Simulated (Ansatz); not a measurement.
**How many bands does the GW gap of MoS2 (P6_3/mmc) need?**

Aim: see how the G0W0 gap of MoS2 (P6_3/mmc) on PBE moves with empty bands and screening cutoff, and what each rung costs.

Program: Ansatz 0.2.0. Level of theory: G0W0 on PBE, plane waves, PAW. Results are calculated unless marked as measured.

The database entry behind the starting cell differs from later determinations by our own check (about 0.3 % long), so it need not match the best structure at ambient conditions.

## 1. The structure

It takes space group P6_3/mmc (No. 194, hexagonal). The conventional cell has a = 3.169 Å, b = 3.169 Å, c = 12.324 Å, α = 90.00°, β = 90.00°, γ = 120.00°. Mo has 6 S at 2.41 Å nearest. S has 3 Mo at 2.41 Å nearest. Farther neighbours and most contacts between anions are not listed.

The cell and positions come from the Crystallography Open Database and are kept as given unless a step says otherwise. The default PAW set here is soft_2. Its files were made with PBE.

## 2. 243 empty bands, screening to 100 eV

G0W0 replaces the xc potential by the self-energy, built once from these orbitals. Only a window of levels is corrected, while the sums run over the empty bands that the input names.

input.yaml reads:

```yaml
crystal:
  lattice:
    - [3.169, 0.0, 0.0]
    - [-1.5845, 2.7444345046, 0.0]
    - [0.0, 0.0, 12.324]
  atoms:
    - { symbol: Mo, position: [0.3333333333, 0.6666666667, 0.25] }
    - { symbol: Mo, position: [0.6666666667, 0.3333333333, 0.75] }
    - { symbol: S, position: [0.3333333333, 0.6666666667, 0.623] }
    - { symbol: S, position: [0.6666666667, 0.3333333333, 0.123] }
    - { symbol: S, position: [0.3333333333, 0.6666666667, 0.877] }
    - { symbol: S, position: [0.6666666667, 0.3333333333, 0.377] }
kpoints:
  mp_grid: { grid: [6, 6, 2] }
hamiltonian:
  xc: pbe
scf:
  occupations: { method: fixed }
gw:
  n_empty_bands: 243
  ecut_chi: 100.0
  qp_bands: [v2, c2]
  qp_kpoints: band_edges
  screening: { model: contour_deformation }
```

Run with:

```bash
> ansatz run input.yaml --threads 3 --pin off --max-ram 64512MiB --backend cuda --events-out ev --progress --plain --runs-dir out --devices 1 --max-vram 24GiB  # rebuilt from the run's record
```

Numbers of over 12 decimals in the logs are rounded to 6 here.

What it wrote:

```text
GPUs: using 1 of 1 available (devices: 1).
Engine: ansatz 0.2.0, x86_64-unknown-linux-gnu
Pseudopotentials: kind: paw
Pseudopotential: Mo, paw, valence charge 14, recommended cutoff 420 eV (normal), Mo.paw.azcp
Pseudopotential: S, paw, valence charge 6, recommended cutoff 420 eV (normal), S.paw.azcp
Functional definition: PBE
  parameter kappa = 0.804
  parameter beta = 0.066725
  exchange = pbe_x(kappa = kappa, mu = beta*pi^2/3)
  correlation = pbe_c(beta = beta)
device memory: the entry about to start is reckoned to put 1.1 GiB on a device that reports 72.6 GiB free (of which the cap on the GPU budget leaves the run 24.0 GiB)
GPU FFT provider: cuFFT
GPU libraries: cuBLAS 13.8.1, cuFFT 12.4.0, cuSOLVER 12.3.2
Crystal: 6 atoms, lattice volume = 107.183 Å³
Basis set: ecut = 420 eV, 2081 PW (Γ)
Bands: 32, of which v1, the nominal top of the filled ones, is band 26 counted from 1 (25 counted from 0)
Symmetry: 24 space group operations
Space group: P63/mmc (ITA 194), of the structure as read, at distance tolerance 4.8e-5 Å
k-points: 14 of 72
Non-local potential: Mo, projectors of the file, l = 0: 3, l = 1: 2, l = 2: 2, l = 3: 1
Non-local potential: S, projectors of the file, l = 0: 2, l = 1: 2, l = 2: 2
PAW form: soft (Blöchl's): semilocal exchange-correlation on the pseudo side does not see the compensation charge
PAW one-centre angular grid: Mo, 590 points (default); XC on 64 Gauss nodes
PAW one-centre angular grid: S, 110 points (default); XC on 64 Gauss nodes
Initial density: superposition of atomic densities (neutral atoms: chi_scale 0, normalization atom), corrected by the library's trained network
Initial wavefunctions: pseudopotential atomic-orbital guess
GPU buffer pool allocated for 51840 grid points (all kernels)
GPU transforms: local potential and band sums: pruned to the plane-wave sphere, on 24×24×90
Functional: x = pbe(κ = 0.804, μ = 0.219515), c = pbe(β = 0.066725)
SCF iter   1: F=—  HF=-13525.526697 eV  |F-HF|=—  |Δ(HF+E_count)|=         —  Δρ=5.46e-3  dr2=7.41e-3  ethr=1.77e-3  ⟨swp⟩=5.0  Hψ=1664  notcnv=0  defer=42
preconditioner: auto → Resta (q_TF=auto, 2.418 Å⁻¹)  ε∞=8.7  [insulator: Δε(μ)=0.887 eV  Ē_g=7.751 eV  n_scr=26 (ndim 8)  ℏωp=21.5 eV  f_vac=0.016  ε∞_Penn≈8.7]
SCF iter   2: F=—  HF=-13525.535933 eV  |F-HF|=—  |Δ(HF+E_count)|=   9.24e-3  Δρ=3.13e-3  dr2=2.37e-3  ethr=1.42e-5  ⟨swp⟩=2.0  Hψ=843  notcnv=0  defer=54
SCF iter   3: F=—  HF=-13525.540700 eV  |F-HF|=—  |Δ(HF+E_count)|=   4.77e-3  Δρ=4.94e-4  dr2=6.38e-4  ethr=4.55e-6  ⟨swp⟩=2.0  Hψ=698  notcnv=0  defer=54
SCF iter   4: F=—  HF=-13525.540635 eV  |F-HF|=—  |Δ(HF+E_count)|=   6.54e-5  Δρ=1.15e-4  dr2=1.09e-5  ethr=1.23e-6  ⟨swp⟩=2.1  Hψ=557  notcnv=0  defer=35
SCF iter   5: F=—  HF=-13525.540645 eV  |F-HF|=—  |Δ(HF+E_count)|=   1.04e-5  Δρ=5.19e-5  dr2=2.42e-6  ethr=2.09e-8  ⟨swp⟩=2.0  Hψ=619  notcnv=0  defer=2
SCF iter   6: F=—  HF=-13525.540647 eV  |F-HF|=—  |Δ(HF+E_count)|=   2.21e-6  Δρ=8.56e-6  dr2=1.01e-7  ethr=4.65e-9  ⟨swp⟩=2.0  Hψ=648  notcnv=0  defer=2
SCF iter   7: F=-13525.540647 eV  HF=-13525.540647 eV  |F-HF|=7.09e-10  |Δ(HF+E_count)|=   5.96e-8  Δρ=2.23e-6  dr2=6.40e-9  ethr=1.92e-10  ⟨swp⟩=4.9  Hψ=1310  notcnv=0
SCF 1 converged in 7 iterations: F = -13525.540647 eV  dr2 = 6.40e-9
  greatest PAW one-centre occupation: 0.998 electrons in one spin orbital (limit 2), on the Mo atom at site 1 (counted from 0), in its partial waves of l = 0
device memory: the entry about to start is reckoned to put 1.2 GiB (of the 1.3 GiB reckoned in all, the device holds 0.1 GiB already) on a device that reports 72.1 GiB free (of which the cap on the GPU budget leaves the run 23.9 GiB)
NSCF: frozen V_eff on 14 k-points, pencils in batches of 32, up to order 128
the band table was solved once the SCF had ended and its energy, with any forces and stress, was formed, with the checks that follow a solve (1760 applications of the Hamiltonian). They found nothing against the state; the energy, forces and stress were not computed again (output.eigenvalues in the input reference)
device memory: the entry about to start is reckoned to put 4.1 GiB on a device that reports 71.9 GiB free (of which the cap on the GPU budget leaves the run 24.0 GiB)
NSCF: frozen V_eff on 14 k-points
G₀W₀ screening: q 1/14
[... further progress lines ...]
SCF converged after 7 iterations
Free energy (F): -13525.540647 eV
Harris-Foulkes:  -13525.540647 eV  (|F-HF|=7.09e-10)
Internal energy: -13525.540647 eV  (E = F + TS)
E sigma→0 (E₀):  -13525.540647 eV
Fermi energy:    10.896774 eV
--- Per-component energies (eV) ---
  E_band       = -312.442293
  E_kinetic    = 1312.080568
  E_local      = -3923.171117  (includes V_loc(G=0)·N_el)
  E_nonlocal   = 398.377367
  E_hartree    = 1508.576741
  E_xc         = -757.133550
  E_vxc        = -810.200444  (∫ρ·V_xc dr)
  E_paw        = -8803.054294  (= ΣΔE_a)
  E_vpaw       = -306.678742  (= ΣTr[D̂ρ^β])
  E_aug_tail   = 0.000083  (compensation charges beyond the density's cutoff)
  E_ewald      = -3261.216446
  E_smearing   = -0.000000  (= −TS)
  E_closure    = 0.000000  (closes the sum)
  Σ components = -13525.540647   (vs F -13525.540647, Δ=0.00e0)
--- Band table (eV; the first three rows and the last of 14) ---
  k-point 0: bands = [... 22 lower, 8.7669, 9.7117, 9.7496, 10.8968, 12.9944, 12.9944, 13.0224, 13.0224, ... 2 higher]
  k-point 1: bands = [... 22 lower, 8.7436, 8.7436, 10.6302, 10.6302, 12.9998, 12.9998, 12.9998, 12.9998, ... 2 higher]
  k-point 2: bands = [... 22 lower, 8.8399, 9.7099, 9.7325, 10.1259, 12.3854, 12.7493, 12.7590, 12.9531, ... 2 higher]
  k-point 13: bands = [... 22 lower, 8.0256, 8.0256, 10.2018, 10.2018, 11.9456, 11.9456, 13.1987, 13.1987, ... 2 higher]
--- G₀W₀: contour deformation, 7 samples at zero and on the imaginary axis and 1 off it, 72 q-points, 243 empty bands' worth ---
  eigenvalues of the whole cell's RPA ε∞ on this k-mesh (on a slab, of 1 + 4πα/V) = 6.2490, 15.2562, 15.2562; static W/v taken at q = 0 is 0.068314
  bands read: the sum over 269 bands ends inside a degenerate multiplet in 7 slots, whose members it reads at an even weight; the widest, k=1: bands 269 to 270 (counted from 1) at 1/2 each
  gw.qp_kpoints: band_edges: 12 of 14 stored k-points solved, in 1 pass; an edge of the gap read off the rows below is read off those points alone
    valence top: of the k-points left out ik 7 came nearest to being solved in a further pass, in band 25 (counted from 1, as in the quasiparticle table): it holds the edge there only if its correction is more favourable than any solved in that band by at least 1.295 eV; those differ by 0.385 eV
    conduction bottom: of the k-points left out ik 5 came nearest to being solved in a further pass, in band 27 (counted from 1, as in the quasiparticle table): it holds the edge there only if its correction is more favourable than any solved in that band by at least 0.675 eV; those differ by 0.261 eV
    ik  band        ε_KS         Σx   Σc(E_QP)       V_xc       Z   E_QP_lin       E_QP  E_QP is
     0    25      9.7496   -18.6978     1.1475   -17.5874  0.7316     9.7866     9.7867  root
     0    26     10.8968   -19.7402     0.6610   -19.1818  0.7392    10.9992    10.9994  root
     0    27     12.9944   -13.7864    -4.2040   -18.5169  0.7404    13.5267    13.5209  root
     0    28     12.9944   -13.7864    -4.2040   -18.5169  0.7404    13.5267    13.5209  root
     1    25     10.6302   -19.4298     0.9234   -18.5535  0.7406    10.6773    10.6773  root
     1    26     10.6302   -19.4298     0.9234   -18.5535  0.7406    10.6773    10.6773  root
     1    27     12.9998   -13.7331    -4.1993   -18.4521  0.7402    13.5253    13.5195  root
     1    28     12.9998   -13.7331    -4.1993   -18.4521  0.7402    13.5253    13.5195  root
     2    25      9.7325   -18.5719     2.1063   -16.2166  0.7465     9.4824     9.4834  root
     2    26     10.1259   -19.4072     1.0399   -18.4311  0.7372    10.1896    10.1897  root
     2    27     12.3854   -13.5782    -3.9774   -17.9885  0.7408    12.8218    12.8183  root
     2    28     12.7493   -14.1025    -3.9996   -18.5698  0.7318    13.2220    13.2170  root
     3    25     10.0751   -19.3895     1.1754   -18.2493  0.7375    10.1103    10.1104  root
     3    26     10.0751   -19.3895     1.1754   -18.2493  0.7375    10.1103    10.1104  root
     3    27     12.5885   -13.8642    -4.1195   -18.4617  0.7394    13.0712    13.0664  root
     3    28     12.5885   -13.8642    -4.1195   -18.4617  0.7394    13.0712    13.0664  root
     4    25      9.0998   -18.5546     1.4630   -17.0856  0.7291     9.0938     9.0938  root
     4    26      9.3558   -19.0398     1.3944   -17.6677  0.7319     9.3781     9.3781  root
     4    27     12.2870   -14.2464    -4.2025   -18.9550  0.7368    12.7983    12.7931  root
     4    28     12.3861   -15.3312    -4.2219   -20.1338  0.7312    12.9740    12.9668  root
     6    25      9.4972   -17.6852     1.4647   -16.0756  0.7464     9.3519     9.3523  root
     6    26      9.6219   -18.3905     1.3480   -16.9859  0.7421     9.5652     9.5653  root
     6    27     12.4958   -16.6414    -4.5903   -21.9163  0.7227    13.1918    13.1804  root
     6    28     12.5414   -16.6096    -4.6181   -21.9082  0.7218    13.2334    13.2218  root
[...]
12    25     10.1301   -19.1153     0.6276   -18.6104  0.7396    10.2527    10.2529  root
    12    26     10.2918   -19.5175     0.5671   -19.1026  0.7395    10.4437    10.4440  root
    12    27     11.9443   -16.1257    -3.8437   -20.5483  0.7347    12.5290    12.5231  root
    12    28     11.9443   -16.1257    -3.8437   -20.5483  0.7347    12.5290    12.5231  root
    13    25     10.2018   -19.2682     0.5936   -18.8105  0.7397    10.3374    10.3377  root
    13    26     10.2018   -19.2682     0.5936   -18.8105  0.7397    10.3374    10.3377  root
    13    27     11.9456   -16.1207    -3.8432   -20.5422  0.7348    12.5297    12.5239  root
    13    28     11.9456   -16.1207    -3.8432   -20.5422  0.7348    12.5297    12.5239  root
```

Run time: 12 s. Hardware: 1 × NVIDIA H100 80GB HBM3 (shared by 3 runs) with 3 threads of AMD EPYC 7R13 (Zen 3), shared host; peak memory 1.4 GiB; 17 s of CPU time.

In the SCF lines HF is the Harris–Foulkes energy and dr2 the Hartree energy of the density residual, in eV; the loop may stop once dr2 is under the threshold and the program's other checks hold. Hψ counts applications of the Hamiltonian.

This step gave:

```yaml
bands_summed: 269
rpa_eps_infinity_on_this_mesh_eigenvalues: 6.249, 15.26, 15.26
plane_waves_in_the_screening_matrix: 255
q_points_in_the_mesh: 72
g0w0_gap_on_the_mesh: 1.207 eV
k_of_the_valence_top: 0, 0, 0
k_of_the_conduction_bottom: 0.1667, 0.1667, 0
starting_gap_on_the_mesh: 0.8857 eV
z_at_the_valence_top: 0.7392
z_at_the_conduction_bottom: 0.7492
least_direct_g0w0_gap_on_the_computed_points: 2.079 eV
```

The gap on the mesh goes from 0.89 eV to 1.21 eV, a correction of +0.32 eV. Between the two edge states, bare exchange in place of the xc potential would open the gap by 4.75 eV, and correlation takes back 4.43 eV.

## 3. 688 empty bands, screening to 200 eV

Another rung: the empty bands reach about as high as the screening cutoff, so the two stay in balance.

Edit input.yaml of step 2 so:

```diff
@@ -19,4 +19,4 @@
 gw:
-  n_empty_bands: 243
-  ecut_chi: 100.0
+  n_empty_bands: 688
+  ecut_chi: 200.0
   qp_bands: [v2, c2]
```

What it wrote:

```text
GPUs: using 1 of 1 available (devices: 1).
[...]
GPU FFT provider: cuFFT
GPU libraries: cuBLAS 13.8.1, cuFFT 12.4.0, cuSOLVER 12.3.2
Crystal: 6 atoms, lattice volume = 107.183 Å³
Basis set: ecut = 420 eV, 2081 PW (Γ)
Bands: 32, of which v1, the nominal top of the filled ones, is band 26 counted from 1 (25 counted from 0)
[... 1 set-up line as in the run before ...]
[...]
k-points: 14 of 72
[...]
GPU buffer pool allocated for 51840 grid points (all kernels)
[...]
SCF iter   1: F=—  HF=-13525.526697 eV  |F-HF|=—  |Δ(HF+E_count)|=         —  Δρ=5.46e-3  dr2=7.41e-3  ethr=1.77e-3  ⟨swp⟩=5.0  Hψ=1664  notcnv=0  defer=42
[...]
SCF iter   7: F=-13525.540647 eV  HF=-13525.540647 eV  |F-HF|=7.09e-10  |Δ(HF+E_count)|=   5.96e-8  Δρ=2.23e-6  dr2=6.40e-9  ethr=1.92e-10  ⟨swp⟩=4.9  Hψ=1310  notcnv=0
SCF 1 converged in 7 iterations: F = -13525.540647 eV  dr2 = 6.40e-9
[...]
NSCF: frozen V_eff on 14 k-points, pencils in batches of 32, up to order 128
[...]
NSCF: frozen V_eff on 14 k-points
G₀W₀ screening: q 1/14
[... further progress lines ...]
SCF converged after 7 iterations
Free energy (F): -13525.540647 eV
[...]
Internal energy: -13525.540647 eV  (E = F + TS)
E sigma→0 (E₀):  -13525.540647 eV
Fermi energy:    10.896774 eV
[...]
--- Band table (eV; the first three rows and the last of 14) ---
  k-point 0: bands = [... 22 lower, 8.7669, 9.7117, 9.7496, 10.8968, 12.9944, 12.9944, 13.0224, 13.0224, ... 2 higher]
  k-point 1: bands = [... 22 lower, 8.7436, 8.7436, 10.6302, 10.6302, 12.9998, 12.9998, 12.9998, 12.9998, ... 2 higher]
  k-point 2: bands = [... 22 lower, 8.8399, 9.7099, 9.7325, 10.1259, 12.3854, 12.7493, 12.7590, 12.9531, ... 2 higher]
  k-point 13: bands = [... 22 lower, 8.0256, 8.0256, 10.2018, 10.2018, 11.9456, 11.9456, 13.1987, 13.1987, ... 2 higher]
[...]
0    25      9.7496   -18.6978     0.9138   -17.5874  0.7273     9.5523     9.5530  root
     0    26     10.8968   -19.7402     0.3695   -19.1818  0.7346    10.7075    10.7079  root
     0    27     12.9944   -13.7864    -4.4803   -18.5169  0.7382    13.2457    13.2446  root
     0    28     12.9944   -13.7864    -4.4803   -18.5169  0.7382    13.2457    13.2446  root
     1    25     10.6302   -19.4298     0.6379   -18.5535  0.7365    10.3912    10.3918  root
     1    26     10.6302   -19.4298     0.6379   -18.5535  0.7365    10.3912    10.3918  root
     1    27     12.9998   -13.7331    -4.4758   -18.4521  0.7380    13.2442    13.2431  root
     1    28     12.9998   -13.7331    -4.4758   -18.4521  0.7380    13.2442    13.2431  root
[...]
13    25     10.2018   -19.2682     0.3311   -18.8105  0.7360    10.0749    10.0752  root
    13    26     10.2018   -19.2682     0.3311   -18.8105  0.7360    10.0749    10.0752  root
    13    27     11.9456   -16.1207    -4.1107   -20.5422  0.7290    12.2579    12.2564  root
    13    28     11.9456   -16.1207    -4.1107   -20.5422  0.7290    12.2579    12.2564  root
```

Wall time 30 s (1 × NVIDIA H100 80GB HBM3 (shared by 3 runs) with 3 threads); peak memory 2.7 GiB; 52 s of CPU time.

Numbers from this step:

```
bands summed                                 : 714
RPA ε∞ on this mesh (eigenvalues)            : 6.227, 14.96, 14.96
plane waves in the screening matrix          : 701
q-points in the mesh                         : 72
G0W0 gap on the mesh                         : 1.258 eV
k of the valence top                         : 0, 0, 0
k of the conduction bottom                   : 0.1667, 0.1667, 0
starting gap on the mesh                     : 0.8857 eV
Z at the valence top                         : 0.7346
Z at the conduction bottom                   : 0.7457
least direct G0W0 gap on the computed points : 2.083 eV
```

Against the run with 6×6×2 mesh, 243 empty bands, screening to 100 eV, the gap moves by +0.05 eV.

## 4. Changing the frequency model: 6×6×2 mesh, 688 empty bands, screening to 200 eV, plasmon pole

A plasmon pole stands in for the full frequency dependence of the screening; this run shows what that costs in accuracy.

Edit input.yaml of step 3 so:

```diff
@@ -23,2 +23,2 @@
   qp_kpoints: band_edges
-  screening: { model: contour_deformation }
+  screening: { model: godby_needs }
```

What it wrote:

```text
GPUs: using 1 of 1 available (devices: 1).
[...]
GPU FFT provider: cuFFT
GPU libraries: cuBLAS 13.8.1, cuFFT 12.4.0, cuSOLVER 12.3.2
Crystal: 6 atoms, lattice volume = 107.183 Å³
Basis set: ecut = 420 eV, 2081 PW (Γ)
Bands: 32, of which v1, the nominal top of the filled ones, is band 26 counted from 1 (25 counted from 0)
[... 1 set-up line as in the run before ...]
[...]
k-points: 14 of 72
[...]
1    28     12.9998   -13.7331    -4.3755   -18.4521  0.7764    13.3438    13.3433  root
[...]
13    25     10.2018   -19.2682     0.3730   -18.8105  0.7730    10.1170    10.1170  root
    13    26     10.2018   -19.2682     0.3730   -18.8105  0.7730    10.1170    10.1170  root
    13    27     11.9456   -16.1207    -3.9886   -20.5422  0.7714    12.3791    12.3785  root
    13    28     11.9456   -16.1207    -3.9886   -20.5422  0.7714    12.3791    12.3785  root
[key lines of the parts left out:]
SCF converged after 7 iterations
Free energy (F): -13525.540647 eV
Fermi energy:    10.896774 eV
```

Wall time 47 s (1 × NVIDIA H100 80GB HBM3 (shared by 3 runs) with 3 threads); peak memory 4.8 GiB.

Numbers from this step:

| Item | Value |
| --- | --- |
| bands summed | 714 |
| plasmon-pole fit frequency | 25.86 eV |
| RPA ε∞ on this mesh (eigenvalues) | 6.227, 14.96, 14.96 |
| plane waves in the screening matrix | 701 |
| G0W0 gap on the mesh | 1.262 eV |
| k of the valence top | 0, 0, 0 |
| k of the conduction bottom | 0.1667, 0.1667, 0 |
| starting gap on the mesh | 0.8857 eV |
| least direct G0W0 gap on the computed points | 2.156 eV |

Against the run with 6×6×2 mesh, 688 empty bands, screening to 200 eV, the gap moves by +0.004 eV.

## 5. The runs together

Times are wall times on 1 × NVIDIA H100 80GB HBM3 (shared by 3 runs) with 3 threads of AMD EPYC 7R13 (Zen 3), shared host, good to a factor of about two.

```
 mesh        files            frequency  bands summed  cutoff (eV)  start (eV)  G0W0 (eV)  time  host memory (GiB)
6×6×2  default PAW  contour deformation           269          100       0.886      1.207  12 s                1.4
6×6×2  default PAW  contour deformation           714          200       0.886      1.258  30 s                2.7
6×6×2  default PAW         plasmon pole           714          200       0.886      1.262  47 s                4.8
```

How the two edges are built up, in eV (the quasiparticle level is the starting level plus Σx plus Σc less Vxc):

```
      run               edge  start      Σx     Σc     Vxc     Z     QP
269 bands        valence top  10.90  -19.74   0.66  -19.18  0.74  11.00
269 bands  conduction bottom  11.78  -13.37  -3.77  -17.56  0.75  12.21
714 bands        valence top  10.90  -19.74   0.37  -19.18  0.73  10.71
714 bands  conduction bottom  11.78  -13.37  -4.01  -17.56  0.75  11.97
```

## 6. Summary of results

```json
{
 "269 bands, 100 eV": "1.207 eV",
 "714 bands, 200 eV": "1.258 eV",
 "estimated limit in bands and cutoff": "1.29 eV",
 "mesh and start": "6×6×2, PBE"
}
```

In words: A line in one over the bands through the two rungs gives 1.29 eV, +0.03 eV from the top rung; with two points alone it is an unchecked estimate. The rungs stand 0.08 eV (269 bands) and 0.03 eV (714 bands) from it. From 269 to 714 bands the gap moves by +0.05 eV while the time grows 2.5-fold. Σc changes by −0.29 eV at the valence top and −0.24 eV at the conduction bottom, so the levels themselves move more than the gap between them. The plasmon-pole model gives +0.004 eV against contour deformation, 1 % of the correction (the least direct gap moves by +0.07 eV), and saved no time in this program. The 6×6×2 mesh is coarse for this cell (its supercell is 19 Å along the shortest edge). The RPA ε∞ on it, from the PBE start, is 6.23 and 14.96; such meshes misread the long-range screening, most where the gap is narrow. The many-body steps are scalar-relativistic: spin-orbit coupling is not in them.

[Paths, hosts, dates, memory and timing lines, banners, echoed tables and standing remarks are left out of the program output.]

[Logs are printed without paths, hosts, clocks, repeated set-up lines and the standing remarks that a program may print on its own settings, such as how far it seeks lower states.]

[Runs of the session that timed out or met a known fault of the program may be left out.]

[Cells called generated may have been cut or substituted from an entry of the Crystallography Open Database or the Materials Project.]

[Hosts, paths, dates, database ids (printed as entryN), source tags and the programs' standing remarks are cut or masked in the printed files.]
